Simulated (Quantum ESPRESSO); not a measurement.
**EuZn: parallel and opposed starts**

Does EuZn prefer parallel or opposed moments, or none?

Program: Quantum ESPRESSO 7.5. Level of theory: BLYP; plane waves with SSSP 1.3 efficiency PBE potentials, no spin-orbit coupling. Results are calculated unless marked as measured.

### 1. The starting structure

The structure is cubic, space group Pm-3m (No. 221). Conventional cell: a = 3.808 Å, b = 3.808 Å, c = 3.808 Å, α = 90.00°, β = 90.00°, γ = 90.00°. Eu has 8 Zn at 3.30 Å nearest. Nearest to Zn lie 8 Eu at 3.30 Å. Farther neighbours are not listed.

The cell comes from the Crystallography Open Database.

### 2. Run 1, typed as ferro +

The signs are those of the starting moments on the seeded atoms, the atoms that are given a moment.

File pw.in:

```
&CONTROL
  calculation = 'scf'
  prefix = 'pwscf'
  outdir = './tmp'
  pseudo_dir = './pseudo'
  disk_io = 'nowf'
/
&SYSTEM
  ibrav = 0
  celldm(1) = 8
  nat = 2
  ntyp = 2
  ecutwfc = 50
  ecutrho = 400
  nbnd = 29
  input_dft = 'blyp'
  occupations = 'smearing'
  smearing = 'fd'
  degauss = 0.00734986
  nspin = 2
  starting_magnetization(1) = 0.4118
  starting_magnetization(2) = 0
/
&ELECTRONS
  conv_thr = 4d-09
  electron_maxstep = 150
  mixing_beta = 0.3
/
ATOMIC_SPECIES
Eu    151.9640 Eu.paw.z_17.atompaw.wentzcovitch.v1.2.upf
Zn     65.3800 Zn_pbe_v1.uspp.F.UPF
CELL_PARAMETERS alat
   0.8995096353219    0.0000000000000    0.0000000000000
   0.0000000000000    0.8995096353219    0.0000000000000
   0.0000000000000    0.0000000000000    0.8995096353219
ATOMIC_POSITIONS crystal
Eu      0.0000000000    0.0000000000    0.0000000000
Zn      0.5000000000    0.5000000000    0.5000000000
K_POINTS automatic
8 8 8 0 0 0
```

Command:

```bash
> OMP_NUM_THREADS=1 mpirun -n 2 pw.x -nk 2 -in pw.in > pw.out
```

Output:

```text
Program PWSCF v.7.5 starts

     file Eu.paw.z_17.atompaw.wentzcovitch.v1.2.upf: wavefunction(s)  6S 0P 5D 0D 4F 0F renormalized

     IMPORTANT: XC functional enforced from input :
     Exchange-correlation= BLYP
                           (   1   3   1   3   0   0   0)
     Any further DFT definition will be discarded
     Please, verify this is what you really want

     Message from routine setup:
     using ibrav=0 with symmetry is DISCOURAGED, use correct ibrav instead

     K-points division:     npool     =       2
     Subspace diagonalization in iterative solution of the eigenvalue problem:

     G-vector sticks info
     --------------------
     sticks:   dense  smooth     PW     G-vecs:    dense   smooth      PW
     Sum        1649     829    249                50301    17845    2969

     Using Slab Decomposition

     bravais-lattice index     =            0
     lattice parameter (alat)  =       8.0000  a.u.
     unit-cell volume          =     372.6382 (a.u.)^3
     number of atoms/cell      =            2
     number of atomic types    =            2
     number of electrons       =        37.00
     number of Kohn-Sham states=           29
     kinetic-energy cutoff     =      50.0000  Ry
     charge density cutoff     =     400.0000  Ry
     scf convergence threshold =      4.0E-09
     mixing beta               =       0.3000
     number of iterations used =            8  plain     mixing
     Exchange-correlation= BLYP
                           (   1   3   1   3   0   0   0)

     celldm(1)=   8.000000  celldm(2)=   0.000000  celldm(3)=   0.000000
     celldm(4)=   0.000000  celldm(5)=   0.000000  celldm(6)=   0.000000

     crystal axes: (cart. coord. in units of alat)
               a(1) = (   0.899510   0.000000   0.000000 )
               a(2) = (   0.000000   0.899510   0.000000 )
               a(3) = (   0.000000   0.000000   0.899510 )

     reciprocal axes: (cart. coord. in units 2 pi/alat)
               b(1) = (  1.111717  0.000000  0.000000 )
               b(2) = (  0.000000  1.111717  0.000000 )
               b(3) = (  0.000000  0.000000  1.111717 )

     PseudoPot. # 1 for Eu read from file:
     Eu.paw.z_17.atompaw.wentzcovitch.v1.2.upf
     Pseudo is Projector augmented-wave + core cor, Zval = 17.0
     Generated using ATOMPAW code
     Shape of augmentation charge: BESSEL
     Using radial grid of 1109 points,  8 beta functions with:
                l(1) =   0
                l(2) =   0
                l(3) =   1
                l(4) =   1
                l(5) =   2
                l(6) =   2
                l(7) =   3
                l(8) =   3
     Q(r) pseudized with 0 coefficients

     PseudoPot. # 2 for Zn read from file:
     Zn_pbe_v1.uspp.F.UPF
     Pseudo is Ultrasoft, Zval = 20.0
     Generated by new atomic code, or converted to UPF format
     Using radial grid of  943 points,  6 beta functions with:
                l(1) =   0
                l(2) =   0
                l(3) =   1
                l(4) =   1
                l(5) =   2
                l(6) =   2
     Q(r) pseudized with  8 coefficients,  rinner =    1.100   1.100   1.100
                                                       1.100   1.100

     atomic species   valence    mass     pseudopotential
     Eu               17.00   151.96400     Eu( 1.00)
     Zn               20.00    65.38000     Zn( 1.00)

     Starting magnetic structure
     atomic species   magnetization
     Eu              0.412
     Zn              0.000

     48 Sym. Ops., with inversion, found

   Cartesian axes

     site n.     atom                  positions (alat units)
         1        Eu     tau(   1) = (   0.0000000   0.0000000   0.0000000  )
         2        Zn     tau(   2) = (   0.4497548   0.4497548   0.4497548  )

     number of k points=    35  Fermi-Dirac smearing, width (Ry)=  0.0073
                       cart. coord. in units 2pi/alat
        k(    1) = (   0.0000000   0.0000000   0.0000000), wk =   0.0019531
        k(    2) = (   0.0000000   0.0000000   0.1389646), wk =   0.0117188
        k(    3) = (   0.0000000   0.0000000   0.2779292), wk =   0.0117188
        k(    4) = (   0.0000000   0.0000000   0.4168938), wk =   0.0117188
        k(    5) = (   0.0000000   0.0000000  -0.5558584), wk =   0.0058594
        [... 30 further k-points ...]

     Dense  grid:    50301 G-vectors     FFT dimensions: (  45,  45,  45)

     Smooth grid:    17845 G-vectors     FFT dimensions: (  36,  36,  36)

     Generating pointlists ...
     new r_m :   0.3213 (alat units)  2.5707 (a.u.) for type    1
     new r_m :   0.3213 (alat units)  2.5707 (a.u.) for type    2

     Initial potential from superposition of free atoms

     starting charge      36.9951, renormalised to      37.0000
     Starting wfcs are   45 randomized atomic wfcs
     Checking if some PAW data can be deallocated...

     Self-consistent Calculation

     iteration #  1     ecut=    50.00 Ry     beta= 0.30
     Davidson diagonalization with overlap
     ethr =  1.00E-02,  avg # of iterations =  2.7

     total energy              =   -1103.65166707 Ry
     estimated scf accuracy    <       2.88082769 Ry

     total magnetization       =     5.68 Bohr mag/cell
     absolute magnetization    =     5.72 Bohr mag/cell

     iteration #  2     ecut=    50.00 Ry     beta= 0.30
     Davidson diagonalization with overlap
     ethr =  7.79E-03,  avg # of iterations =  3.7

     total energy              =   -1103.90209532 Ry
     estimated scf accuracy    <      24.65666289 Ry

     total magnetization       =     0.92 Bohr mag/cell
     absolute magnetization    =     1.11 Bohr mag/cell

     iteration #  3     ecut=    50.00 Ry     beta= 0.30
     Davidson diagonalization with overlap
     ethr =  7.79E-03,  avg # of iterations =  2.4

     total energy              =   -1105.40368202 Ry
     estimated scf accuracy    <       0.15611243 Ry

     total magnetization       =     7.33 Bohr mag/cell
     absolute magnetization    =     7.33 Bohr mag/cell

     [... further iterations left out ...]

     iteration # 15     ecut=    50.00 Ry     beta= 0.30
     Davidson diagonalization with overlap
     ethr =  1.30E-10,  avg # of iterations =  2.9

     total energy              =   -1105.51875906 Ry
     estimated scf accuracy    <       0.00000017 Ry

     total magnetization       =     6.98 Bohr mag/cell
     absolute magnetization    =     6.98 Bohr mag/cell

     iteration # 16     ecut=    50.00 Ry     beta= 0.30
     Davidson diagonalization with overlap
     ethr =  1.30E-10,  avg # of iterations =  1.1

     total energy              =   -1105.51875905 Ry
     estimated scf accuracy    <       0.00000007 Ry

     total magnetization       =     6.98 Bohr mag/cell
     absolute magnetization    =     6.99 Bohr mag/cell

     iteration # 17     ecut=    50.00 Ry     beta= 0.30
     Davidson diagonalization with overlap
     ethr =  1.30E-10,  avg # of iterations =  1.1

     total energy              =   -1105.51875906 Ry
     estimated scf accuracy    <          4.5E-09 Ry

     total magnetization       =     6.98 Bohr mag/cell
     absolute magnetization    =     6.99 Bohr mag/cell

     iteration # 18     ecut=    50.00 Ry     beta= 0.30
     Davidson diagonalization with overlap
     ethr =  1.20E-11,  avg # of iterations =  1.8

     Magnetic moment per site  (integrated on atomic sphere of radius R)
     atom   1 (R=0.321)  charge= 15.0983  magn=  6.7558
     atom   2 (R=0.321)  charge= 19.6100  magn=  0.0320

     End of self-consistent calculation

     [... lines left out ...]
     the Fermi energy is    11.0369 ev

!    total energy              =   -1105.51875906 Ry
     estimated scf accuracy    <          4.1E-10 Ry
     smearing contrib. (-TS)   =      -0.00705812 Ry
     internal energy E=F+TS    =   -1105.51170094 Ry

     The total energy is F=E-TS. E is the sum of the following terms:
     one-electron contribution =    -508.34410706 Ry
     hartree contribution      =     271.91887728 Ry
     xc contribution           =     -62.93192817 Ry
     ewald contribution        =    -347.44130646 Ry
     one-center paw contrib.   =    -458.71323653 Ry

     total magnetization       =     6.98 Bohr mag/cell
     absolute magnetization    =     6.99 Bohr mag/cell

     convergence has been achieved in  18 iterations

=------------------------------------------------------------------------------=
   JOB DONE.
=------------------------------------------------------------------------------=
```

Run time: 2.5 min. Hardware: 2 MPI ranks of Intel Xeon Platinum 8259CL at 2.50GHz (Skylake/Cascade Lake), shared host; peak memory 0.68 GiB.

Spin moment in the atom's sphere by atom:

```
atom  spin moment in the atom's sphere (μB)
 Eu1                                   6.76
 Zn2                                   0.03
```

This step gave:

| Quantity | Value |
| --- | --- |
| smearing term TS | 0.09603 eV |
| magnetization | 6.983 μB |
| absolute magnetization | 6.986 μB |
| final state | ferromagnetic |

### 3. Run 2, typed as antiferro q=(0,1/2,1/2) +−

This order needs a doubled cell of 4 atoms. The wavevector q is in fractions of the reciprocal vectors of the crystal's primitive cell, as the cells of these inputs are built from it; moments change sign between cells as cos(2π q·R).

File pw.in:

```
&CONTROL
  calculation = 'scf'
  prefix = 'pwscf'
  outdir = './tmp'
  pseudo_dir = './pseudo'
  disk_io = 'nowf'
/
&SYSTEM
  ibrav = 0
  celldm(1) = 8
  nat = 4
  ntyp = 3
  ecutwfc = 50
  ecutrho = 400
  nbnd = 47
  input_dft = 'blyp'
  occupations = 'smearing'
  smearing = 'fd'
  degauss = 0.00734986
  nspin = 2
  starting_magnetization(1) = 0.4118
  starting_magnetization(2) = -0.4118
  starting_magnetization(3) = 0
/
&ELECTRONS
  conv_thr = 8d-09
  electron_maxstep = 150
  mixing_beta = 0.3
/
ATOMIC_SPECIES
Eu1   151.9640 Eu.paw.z_17.atompaw.wentzcovitch.v1.2.upf
Eu2   151.9640 Eu.paw.z_17.atompaw.wentzcovitch.v1.2.upf
Zn     65.3800 Zn_pbe_v1.uspp.F.UPF
CELL_PARAMETERS alat
   0.8995096353219    0.0000000000000    0.0000000000000
   0.0000000000000    1.7990192706437    0.0000000000000
   0.0000000000000    0.8995096353219    0.8995096353219
ATOMIC_POSITIONS crystal
Eu1     0.0000000000    0.0000000000    0.0000000000
Eu2     0.0000000000    0.5000000000    0.0000000000
Zn      0.5000000000    0.0000000000    0.5000000000
Zn      0.5000000000    0.5000000000    0.5000000000
K_POINTS automatic
8 4 8 0 0 0
```

Output:

```text
     [... lines left out ...]
Program PWSCF v.7.5 starts
     [... lines left out ...]
     number of atoms/cell      =            4
     [... lines left out ...]
     number of electrons       =        74.00
     number of Kohn-Sham states=           47
     kinetic-energy cutoff     =      50.0000  Ry
     charge density cutoff     =     400.0000  Ry
     scf convergence threshold =      8.0E-09
     [... lines left out ...]
     16 Sym. Ops., with inversion, found
     [... lines left out ...]
     number of k points=    45  Fermi-Dirac smearing, width (Ry)=  0.0073
     [... lines left out ...]
     iteration # 22     ecut=    50.00 Ry     beta= 0.30
     [... lines left out ...]
[key lines of the parts left out:]
total energy              =   -2211.04087135 Ry
total magnetization       =     0.01 Bohr mag/cell
```

It took 13 min on 2 MPI ranks; peak memory 1.4 GiB.

Residual by cycle:

cycle, log10 residual and a bar from the least value:
```
        1        2.0 ###########################
        3        2.5 ##############################
        5        0.9 ####################
        6        0.4 #################
        8        1.4 #######################
       10        1.9 ##########################
       12        0.7 ###################
       14        0.3 ################
       16       -0.2 #############
       17        1.6 ########################
       19       -0.1 ##############
       21       -2.3
```

The run was cut off at its time limit.

After 21 cycles the residual stands at 0.0054.

### 4. Run 3 (antiferro q=(1/2,1/2,1/2) +−)

The cell is doubled to 4 atoms to hold this order.

pw.in, as its differences from that of step 3:

```diff
@@ -34,11 +34,11 @@
 CELL_PARAMETERS alat
-   0.8995096353219    0.0000000000000    0.0000000000000
-   0.0000000000000    1.7990192706437    0.0000000000000
-   0.0000000000000    0.8995096353219    0.8995096353219
+   1.7990192706437    0.0000000000000    0.0000000000000
+   0.8995096353219    0.8995096353219    0.0000000000000
+   0.8995096353219    0.0000000000000    0.8995096353219
 ATOMIC_POSITIONS crystal
 Eu1     0.0000000000    0.0000000000    0.0000000000
-Eu2     0.0000000000    0.5000000000    0.0000000000
-Zn      0.5000000000    0.0000000000    0.5000000000
-Zn      0.5000000000    0.5000000000    0.5000000000
+Eu2     0.5000000000    0.0000000000    0.0000000000
+Zn      0.7500000000    0.5000000000    0.5000000000
+Zn      0.2500000000    0.5000000000    0.5000000000
 K_POINTS automatic
-8 4 8 0 0 0
+4 8 8 0 0 0
```

Output:

```text
     [... lines left out ...]
Program PWSCF v.7.5 starts
     [... lines left out ...]
     number of atoms/cell      =            4
     [... lines left out ...]
     number of electrons       =        74.00
     number of Kohn-Sham states=           47
     kinetic-energy cutoff     =      50.0000  Ry
     charge density cutoff     =     400.0000  Ry
     scf convergence threshold =      8.0E-09
     [... lines left out ...]
     48 Sym. Ops., with inversion, found
     [... lines left out ...]
     number of k points=    19  Fermi-Dirac smearing, width (Ry)=  0.0073
     [... lines left out ...]
     iteration # 37     ecut=    50.00 Ry     beta= 0.30
     [... lines left out ...]
[key lines of the parts left out:]
total energy              =   -2211.03749301 Ry
total magnetization       =    -0.01 Bohr mag/cell
```

Run time: 14 min. Hardware: 2 MPI ranks; peak memory 1.3 GiB.

Residual by cycle:

cycle, log10 residual and a bar from the least value:
```
        1        2.0 ##########################
        4        1.7 #########################
        7        2.8 ##############################
       11        0.6 ####################
       14        2.6 #############################
       17        0.7 ####################
       20        1.2 ######################
       23        1.1 ######################
       26       -0.2 ################
       30       -1.1 ############
       33       -2.2 #######
       36       -3.7
```

The run was cut off at its time limit.

After 36 cycles the residual stands at 2.0e-4.

### 5. Start 4: antiferro q=(0,0,1/2) +−

This order needs a doubled cell of 4 atoms.

pw.in, as its differences from that of step 4:

```diff
@@ -34,11 +34,11 @@
 CELL_PARAMETERS alat
-   1.7990192706437    0.0000000000000    0.0000000000000
-   0.8995096353219    0.8995096353219    0.0000000000000
-   0.8995096353219    0.0000000000000    0.8995096353219
+   0.8995096353219    0.0000000000000    0.0000000000000
+   0.0000000000000    0.8995096353219    0.0000000000000
+   0.0000000000000    0.0000000000000    1.7990192706437
 ATOMIC_POSITIONS crystal
 Eu1     0.0000000000    0.0000000000    0.0000000000
-Eu2     0.5000000000    0.0000000000    0.0000000000
-Zn      0.7500000000    0.5000000000    0.5000000000
-Zn      0.2500000000    0.5000000000    0.5000000000
+Eu2     0.0000000000    0.0000000000    0.5000000000
+Zn      0.5000000000    0.5000000000    0.2500000000
+Zn      0.5000000000    0.5000000000    0.7500000000
 K_POINTS automatic
-4 8 8 0 0 0
+8 8 4 0 0 0
```

Output:

```text
     [... lines left out ...]
Program PWSCF v.7.5 starts
     [... lines left out ...]
     number of atoms/cell      =            4
     [... lines left out ...]
     number of electrons       =        74.00
     number of Kohn-Sham states=           47
     kinetic-energy cutoff     =      50.0000  Ry
     charge density cutoff     =     400.0000  Ry
     scf convergence threshold =      8.0E-09
     [... lines left out ...]
     16 Sym. Ops., with inversion, found
     [... lines left out ...]
     number of k points=    45  Fermi-Dirac smearing, width (Ry)=  0.0073
     [... lines left out ...]
     iteration # 27     ecut=    50.00 Ry     beta= 0.30
     [... lines left out ...]
     Magnetic moment per site  (integrated on atomic sphere of radius R)
     atom   1 (R=0.321)  charge= 15.0979  magn=  6.7546
     atom   2 (R=0.321)  charge= 15.0979  magn= -6.7546
     atom   3 (R=0.321)  charge= 19.6101  magn= -0.0000
     atom   4 (R=0.321)  charge= 19.6101  magn= -0.0000
     [... lines left out ...]
     the Fermi energy is    11.0261 ev
!    total energy              =   -2211.03818360 Ry
     estimated scf accuracy    <          2.8E-09 Ry
     smearing contrib. (-TS)   =      -0.01356758 Ry
     [... lines left out ...]
     total magnetization       =     0.00 Bohr mag/cell
     absolute magnetization    =    13.92 Bohr mag/cell
     convergence has been achieved in  27 iterations
```

It took 14 min on 2 MPI ranks; peak memory 1.4 GiB; 27 min of CPU time.

Read from the output:

```yaml
smearing_term_ts: 0.1846 eV
magnetization: 0 μB
absolute_magnetization: 13.92 μB
final_state: antiferromagnetic
largest_moment: 6.755 μB
```

(Continued in part 2 of 2.)

[Logs and program files are shortened in this print: banners, set-up blocks, solver, clock and traceback lines can be left out without a mark of their own.]

[Logs are printed without paths, hosts, clocks, repeated set-up lines and the standing remarks that a program may print on its own settings, such as how far it seeks lower states.]

[Hosts, paths, dates, database ids (printed as entryN), source tags and the programs' standing remarks are cut or masked in the printed files.]

[Where a cell is said to come from a database of computed structures, the database is the Materials Project.]
